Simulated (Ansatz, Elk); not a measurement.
# MnBe4Fe: X-ray structure factors from the self-consistent density, part 2 of 2

Structure refinements treat a crystal as free atoms side by side. For a made-up structure of MnBe4Fe (cell and positions from a PBEsol relaxation) the runs below show what the calculated density changes in F(hkl).

Elk 11.2.3 (patched build); all-electron DFT.

So far: Set-up; Ground state and structure factors; The magnetisation density.

The structure was built from a prototype and need not be the compound's stable phase.

### Step 4. The highest occupied states alone

Level of this step: DFT, PBE, all-electron APW+lo, Dirac cores, scalar-relativistic bands, static density, ferromagnetic start (Elk).

An energy window below the Fermi level keeps the highest occupied states, to see at which angles they scatter; shallow core shells can lie inside it and anion s states outside. No new self-consistency is needed.

elk.in

```
tasks
  195

xctype
  20

spinpol
  .true.

rgkmax
  7.0

gmaxvr
  14.0

lmaxo
  7

lmaxapw
  8

swidth
  0.002

tshift
  .false.

ramdisk
  .false.

hmaxvr
  5.5

maxscl
  120

epspot
  1e-06

reducebf
  0.8

wsfac
  -0.053220 0.614280

sppath
  './'

avec
  -0.00000000000 5.52431667387 5.52431667387
  5.52431667387 -0.00000000000 5.52431667387
  5.52431667387 5.52431667387 -0.00000000000

atoms
  3
  'Fe.in'
  1
  0.2500000000 0.2500000000 0.2500000000   0.000000 0.000000 -0.060000
  'Mn.in'
  1
  -0.0000000000 0.0000000000 0.0000000000   0.000000 0.000000 -0.095000
  'Be.in'
  4
  0.1254047800 0.6248650733 0.6248650733   0.000000 0.000000 0.000000
  0.6248650733 0.6248650733 0.6248650733   0.000000 0.000000 0.000000
  0.6248650733 0.6248650733 0.1254047800   0.000000 0.000000 0.000000
  0.6248650733 0.1254047800 0.6248650733   0.000000 0.000000 0.000000

ngridk
  6 6 6
```

Run with:

```
OMP_NUM_THREADS=4 elk
```

Numbers of over 12 decimals in the logs are rounded to 6 here.

Log:

```text
┌─────────────────────────────────┐
│ Elk code version 11.2.3 started │
└─────────────────────────────────┘

Info(readinput): the functional depends on the density's gradient
 muffin-tin radial points multiplied by    2.00000
 (not where nrmtscf is given)

┌────────────────────┐
│ Current task : 195 │
└────────────────────┘
Info(checkmt): changed muffin-tin radius of species 1 (Fe) from   2.4000 to   2.3671
Info(checkmt): changed muffin-tin radius of species 2 (Mn) from   2.4000 to   2.3671

Info(sfacrho): density structure factors written to SFACRHO.OUT

 Energy window :  -0.5322000000E-01  0.6142800000

┌──────────────────┐
│ Elk code stopped │
└──────────────────┘
```

Run time: 4.3 s. Hardware: 4 threads of INTEL XEON PLATINUM 8581C at 2.10GHz (Emerald Rapids), shared host; peak memory 0.2 GiB.

States within 10 eV below the Fermi level hold 22.99 electrons; any levels below the window count with the cores. Their amplitudes can exceed the total, where window and core parts have opposite phase:

```tsv
hkl	sin θ/λ (Å⁻¹)	abs F, window	abs F, all
111	0.148	5.108	25.021
200	0.171	0.945	1.078
220	0.242	5.579	35.969
311	0.284	3.144	26.931
222	0.296	0.614	6.886
400	0.342	3.587	23.445
331	0.373	2.224	16.885
420	0.383	0.448	0.828
422	0.419	2.359	25.904
333	0.444	1.454	20.371
```

### Step 5. Another functional

The difference from free atoms is small, so it is set against the change that LDA (Perdew-Wang) makes.

Changes to elk.in since step 4:

```diff
@@ -1,6 +1,8 @@
 tasks
+  0
   195
+  196
 
 xctype
-  20
+  3
 
@@ -42,5 +44,2 @@
 
-wsfac
-  -0.053220 0.614280
-
 sppath
```

Run with:

```
OMP_NUM_THREADS=4 elk
```

Log:

```text
┌─────────────────────────┐
│ Elk code version 11.2.3 │
└─────────────────────────┘

All units are atomic (Hartree, Bohr, etc.)

┌─────────────────────────────────────────────────┐
│ Ground-state run starting from atomic densities │
└─────────────────────────────────────────────────┘

Lattice vectors :
  -0.000000000       5.524316674       5.524316674
   5.524316674      -0.000000000       5.524316674
   5.524316674       5.524316674      -0.000000000

Reciprocal lattice vectors :
 -0.5686843892      0.5686843892      0.5686843892
[...]
error                       :   0.5400482450E-02

Moments :
 interstitial                :  -0.6184438326E-01
 muffin-tins
  species : 1 (Fe)
[...]
species : 2 (Mn)
[...]
species : 3 (Be)
[...]
atom 3                    :  -0.3236142776E-01
   atom 4                    :  -0.3236142776E-01
 total in muffin-tins        :    2.708334503
 total moment                :    2.646490120

┌──────────────────────────────┐
│ Self-consistent loop stopped │
└──────────────────────────────┘

Warning : core states of species 3 leak from the muffin-tin :   0.1321628347E-02

Wrote STATE.OUT
[key lines of the parts left out:]
total energy                :     -2485.6081587275
```

Run time: 81 s. Hardware: 4 threads; peak memory 0.22 GiB; 4.8 min of CPU time.

Against the first run R = 0.16 %; the largest change is +0.063 at 840. The moment goes from 2.95 to 2.65 μB.

### Step 6. A coarser k-mesh

About half the k-points along each axis test the sampling.

Changes to elk.in since step 5:

```diff
@@ -6,3 +6,3 @@
 xctype
-  3
+  20
 
@@ -68,2 +68,2 @@
 ngridk
-  6 6 6
+  3 3 3
```

Run with:

```
OMP_NUM_THREADS=4 elk
```

Log:

```text
┌─────────────────────────┐
│ Elk code version 11.2.3 │
└─────────────────────────┘

All units are atomic (Hartree, Bohr, etc.)

┌─────────────────────────────────────────────────┐
│ Ground-state run starting from atomic densities │
└─────────────────────────────────────────────────┘

Lattice vectors :
  -0.000000000       5.524316674       5.524316674
   5.524316674      -0.000000000       5.524316674
   5.524316674       5.524316674      -0.000000000

Reciprocal lattice vectors :
 -0.5686843892      0.5686843892      0.5686843892
[...]
error                       :   0.4970541311E-02

Moments :
 interstitial                :  -0.4602215698E-01
 muffin-tins
  species : 1 (Fe)
[...]
species : 2 (Mn)
[...]
species : 3 (Be)
[...]
atom 3                    :  -0.3166387343E-01
   atom 4                    :  -0.3166387343E-01
 total in muffin-tins        :    2.990276254
 total moment                :    2.944254097

┌──────────────────────────────┐
│ Self-consistent loop stopped │
└──────────────────────────────┘

Warning : core states of species 3 leak from the muffin-tin :   0.1215336793E-02

Wrote STATE.OUT
[key lines of the parts left out:]
total energy                :     -2490.6019868022
```

The job ended after 71 s (4 threads; peak memory 0.4 GiB).

Against the first run R = 0.02 %; the largest change is +0.015 at 800. The moment goes from 2.95 to 2.94 μB.

### Step 7. Settings against the effect

```tsv
run	R against the first run (%)	R against neutral atoms, low angle (%)	wall time
PBE, rgkmax 7	0.00	0.91	3 min
LDA (Perdew-Wang)	0.16	0.93	81 s
k-mesh 3×3×3	0.02	0.92	71 s
```

### Step 8. What came out

```
R against neutral atoms, sin θ/λ < 0.3 Å⁻¹ : 0.91 %
R against neutral atoms, 0.3 to 0.82 Å⁻¹   : 0.34 %
```

In words: Independent neutral atoms miss the calculated amplitudes by R = 0.91 % below 0.3 Å⁻¹ and 0.34 % from there to 0.82 Å⁻¹; by shells, 0.93 % below 0.15 Å⁻¹ (1 form), 0.91 % 0.15 to 0.3 (4 forms), 0.17 % 0.3 to 0.45 (6 forms), 0.38 % above 0.45 (29 forms). Bonding, aspherical density and the tables' own atoms all enter these figures, and the runs don't part them. The largest change of an amplitude is -0.29 electrons, at 220. The magnetic order is that of the start. No other order was tried here, and an antiferromagnetic one would change or move the magnetic intensity. The window's part falls from 23.0 electrons at the origin to at most 1.62 between 0.45 and 0.82 Å⁻¹, where compact states inside the window still scatter. Below 0.3 Å⁻¹ the changes that finished (LDA (Perdew-Wang) and k-mesh 3×3×3) move F by R = 0.05 % at most, against the 0.91 % that separates it from free atoms. The magnetic factors move by R = 11.8 % (LDA (Perdew-Wang)) and 7.3 % (k-mesh 3×3×3), so they aren't settled to better than that. The basis has no finished test. Part of the difference isn't bonding: the tables are fits to free atoms and ions calculated by other methods than this functional. Thermal motion, anomalous dispersion and extinction are left out.

[Logs are printed without paths, hosts, clocks, repeated set-up lines and the standing remarks that a program may print on its own settings, such as how far it seeks lower states.]

[Hosts, paths, dates, database ids (printed as entryN), source tags and the programs' standing remarks are cut or masked in the printed files.]
